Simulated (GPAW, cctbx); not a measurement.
## Bonding in Ba2CaS3 as X-rays see it

Question: by how much does bonding change the X-ray structure factors of Ba2CaS3, and what does a routine refinement make of it?

The cell comes from substitution in a known structure type and wasn't matched to any measured phase. All numbers below are calculated.

**1. Relax the structure**

The density hangs on the geometry, so cell and atoms are relaxed first, with the symmetry held. The cutoff is set higher than for the density because stress converges slowly with plane waves.

Settings: GPAW 26.7.0, PBE, 570 eV, 4×4×2 k-points (along the axes of the calculation cell), Fermi–Dirac width 0.05 eV, BFGS to 0.03 eV/Å.

```text
cell
1.0
     4.059000000    0.000000000    0.000000000
    -2.029500000    3.515197114    0.000000000
     0.000000000    0.000000000    9.898000000
Ba Ca S
2 1 3
Direct
0.666666667 0.333333333 0.331800000
0.333333333 0.666666667 0.668200000
0.000000000 0.000000000 0.000000000
0.000000000 0.000000000 0.500000000
0.666666667 0.333333333 0.841000000
0.333333333 0.666666667 0.159000000
```

```console
$ OMP_NUM_THREADS=1 mpirun -n 4 gpaw python run.py > gpaw.log
```

```text
BFGS:    0      -28.331910        2.974279
BFGS:    1      -28.748918        2.653120
BFGS:    2      -29.818544        1.621638
BFGS:    3      -30.365596        0.739229
...
BFGS:   10      -30.516990        0.058585
BFGS:   11      -30.517194        0.033247
BFGS:   12      -30.517330        0.028743
cell  4.3897 4.3897 10.7536  90.00 90.00 120.00
volume 179.459 A^3, largest force 0.008 eV/A, largest stress 0.15 GPa
```

The cell moved far, while the k-mesh and basis were chosen for the start, so the final shape may be somewhat biased.

After 12 steps the volume has changed by +27.1 % and the energy by -2.185 eV; the largest stress left is 0.15 GPa. It took 81 s on 4 cores of Arm Neoverse V2 (shared host), peak memory 1.2 GiB.

Relaxed structure: P-3m1 (no. 164), a = 4.3897 Å, b = 4.3897 Å, c = 10.7536 Å, α = 90.00°, β = 90.00°, γ = 120.00°.

| atom | mult. | x | y | z |
| --- | --- | --- | --- | --- |
| Ba1 | 2 | 2/3 | 1/3 | 0.3217 |
| Ca1 | 1 | 0 | 0 | 0 |
| S1 | 1 | 0 | 0 | 1/2 |
| S2 | 2 | 2/3 | 1/3 | 0.8563 |

**2. The all-electron density**

X-rays see the whole electron density, so the PAW density is rebuilt with its core regions. Subtracting spherical free atoms from the same code cancels the cores and leaves the deformation density Δρ, the part due to bonding.

Settings: PBE, 450 eV, 5×5×2 k-points (along the axes of the calculation cell), Fermi–Dirac width 0.05 eV; primitive cell of 6 atoms.

```console
$ OMP_NUM_THREADS=1 mpirun -n 4 gpaw python run.py > gpaw.log
```

```text
|iter:   1|       0s |  -31.410840 | -0.13 |       |
|iter:   2|       1s |  -31.238381 | -1.67 | -1.07 |
|iter:   3|       1s |  -30.509755 | -1.17 | -1.11 |
...
|iter:   8|       4s |  -30.495804c| -5.86 | -3.36 |
|iter:   9|       5s |  -30.495815c| -6.76 | -3.66 |
|iter:  10|       5s |  -30.495815c| -7.75c| -4.25c|
```

```text
grid (48, 48, 108)  electrons 180.000  moved by bonding 1.604 e
deformation density beyond 0.5 A of the nuclei: max 0.074, min -0.034 e/A^3
atom        x       y       z   Voronoi charge  moment
Ba1    0.6667  0.3333  0.3217      0.283       0.00
Ba2    0.3333  0.6667  0.6783      0.283       0.00
Ca3    0.0000  0.0000  0.0000      0.342       0.00
S 4    0.0000  0.0000  0.5000     -0.293       0.00
S 5    0.6667  0.3333  0.8563     -0.307       0.00
S 6    0.3333  0.6667  0.1437     -0.307       0.00
mean inner potential of superposed free atoms 15.745 V
total magnetic moment 0.000 muB
```

Deformation density in a plane through the shortest contact of the Ca atom at the origin, in 0.01 e/Å³ (clipped at ±99); x from -1.6 to 4.6 Å, y from 2.4 down to -2.4 Å:

```text
  2   4   2   0   2   4   3   0  -1   1   1   0   1   0  -1  -1
  0   2   4   6   6   4   1  -1  -2  -1   1   2   1  -1  -2  -2
 -1   0   1   3   3   1  -1  -2  -2  -1   1   2   1   0  -2  -2
 -1  -2  -1   0   1  -1  -2  -2  -1   1   3   4   4   2   0  -1
  0  -2  -2   1   4   0  -2  -1   1   4   4   3   5   5   2   0
  2  -1   0   2   .   4   0   0   3   5   0   .  -1   5   4   2
  4   1   4   .   .   4   2   1   4   6  -2   .   .   3   4   2
  3   0   1   2   .   3   0   0   3   5   0   .  -1   4   3   1
  0  -2  -2   1   4   0  -2  -2   1   3   4   5   5   4   2  -1
 -1  -2  -2  -1   1   0  -1  -2  -1   1   3   5   4   2   0  -2
 -2  -2  -1   2   3   3   1  -1  -1  -1   0   1   1  -1  -2  -2
 -2  -1   2   4   6   5   3   1  -1  -2  -2   0   1  -1  -3  -2
 -1   1   3   4   1   0   3   4   1  -1  -1   5   6   2  -1   0
```

Atoms in or within 0.15 Å of the plane: Ca (0.0, 0.0), S (3.0, 0.0) Å. Dots mark points within about 0.45 Å of a nucleus; large values next to them are atomic features.

S gains most (-0.30 e) and Ca loses most (+0.34 e), in averages over each element's sites; S is the most electronegative element, but the order of the others doesn't follow electronegativity. Such charges fall far short of formal ones, since overlapping free atoms already put density on their neighbours. Along the shortest contact from the Ca atom at the map's origin, Ca–S at 2.97 Å, Δρ is +0.03 e/Å³ at the midpoint and highest, +0.07, 0.58 Å from Ca (points within 0.5 Å of a nucleus left out): little piles up between the atoms. At the midpoints of other shortest contacts it is +0.02 (Ba–S, 3.18 Å) e/Å³. Point values carry grid noise of about 0.01 e/Å³. The run needed 10 iterations, 9.5 s.

**3. From the density to structure factors**

The Fourier components of Δρ, added to those of the free atoms, give the static X-ray structure factors; the Mott–Bethe relation turns them into the Fourier components V of the potential that fast electrons feel.

```text
static structure factors of the conventional cell: F in electrons, V (Mott-Bethe) in volts
   h  k  l      d  |F| table  |F| free   |F| DFT   change   |V| free  |V| DFT  change %
   0  0  1 10.7536    24.621    24.637    24.654    0.017     1.009    0.958     -5.1
   0  0  2  5.3768    38.748    38.797    38.713   -0.083     1.590    1.652      3.9
   1  0  0  3.8016    32.759    32.759    32.796    0.037     1.196    1.183     -1.1
   0  0  3  3.5845    74.412    74.457    73.860   -0.596     3.224    3.420      6.1
   1  0  1  3.5842    74.353    74.397    73.771   -0.626     3.162    3.368      6.5
   1  0 -1  3.5842    41.823    41.824    41.943    0.118     1.717    1.678     -2.3
   1  0  2  3.1041    24.896    24.895    24.923    0.028     0.898    0.891     -0.8
   1  0 -2  3.1041   144.343   144.409   145.374    0.965     8.142    7.905     -2.9
   0  0  4  2.6884    15.246    15.261    15.234   -0.027     0.560    0.565      0.9
   1  0  3  2.6080    55.733    55.759    55.732   -0.027     2.262    2.267      0.2
   1  0 -3  2.6080     5.393     5.384     5.311   -0.072     0.327    0.315     -3.8
   1  0  4  2.1950   123.444   123.549   123.426   -0.124     5.729    5.745      0.3
   1  0 -4  2.1950    37.248    37.262    37.309    0.046     0.806    0.800     -0.7
   1  1  0  2.1948   130.415   130.530   130.378   -0.152     6.087    6.106      0.3
```

The largest X-ray change is +0.96 e on 1 0 -2, 0.7 % of |F|. For electrons V goes as (Z − F)/g², so a change of F counts against Z − F, which is small at low angle and wherever the atoms' terms cancel: |V| of 101 moves by +6.5 % (3.16 to 3.37 V) against -0.8 % in |F|. The tabulated Hartree–Fock atoms differ from the free DFT atoms by up to 0.12 e, so the choice of reference atom matters too.

**4. What a spherical-atom refinement makes of it**

Routine crystallography fits spherical atoms. To see the bias, intensities are simulated from tabulated atoms plus the DFT change ΔF, so that bonding alone can misfit (11632 reflections of the full sphere, merged to the counts below, to 0.4 Å, 1.5 % proportional noise plus counting noise, assumed isotropic U as listed, Δρ smeared by the mean U) and refined with cctbx over different ranges.

```
                    range  data      R1  GooF  U Ba1 (true 0.0055)  U Ca1 (true 0.008)  U S1 (true 0.0086)  U S2 (true 0.0086)  largest shift (Å)  Δρ max, min (e/Å³)
                 all data  1181  0.0047  0.91               0.0055              0.0080              0.0086              0.0086             0.0002         0.35, -0.34
 low resolution, d > 0.84   154  0.0035  0.90               0.0055              0.0079              0.0086              0.0085             0.0006         0.15, -0.17
     high order, d < 0.75   967  0.0053  0.92               0.0055              0.0080              0.0086              0.0086             0.0002         0.34, -0.27
occupancies free, d > 0.7   257  0.0035  0.90               0.0055              0.0081              0.0085              0.0084             0.0002         0.13, -0.17
```

With all data GooF is 0.91, so at this noise the bonding hardly shows; the top residual peak lies 0.33 Å from S and 2.99 Å from Ba. No U is off by more than 3 s.u. at low resolution. With Ba1 held at 1 and the scale free, the other occupancies refine to Ca1 1.002(0.002), S1 0.998(0.003) and S2 0.997(0.002), within three s.u. of full.

**5. Answer**

Bonding moves 1.60 e in the primitive cell of Ba2CaS3 and changes the structure factors of the conventional cell in the table above by at most 0.96 e (1 0 -2, 0.7 %), and among reflections above 2 % of the strongest by up to 1.3 % (1 0 -3). The shortest bond, Ca–S, has Δρ = +0.03 e/Å³ at its midpoint. With all data GooF is 0.91, so at this noise the bonding hardly shows. Limits: static density, frozen cores, no spin–orbit coupling.

[Outputs are excerpts: Python notices, other lines and further rows are left out; steps that failed or that the build refused (PBEsol, TPSS) are not shown.]

[Logs are printed without paths, hosts, clocks, repeated set-up lines and the standing remarks that a program may print on its own settings, such as how far it seeks lower states.]
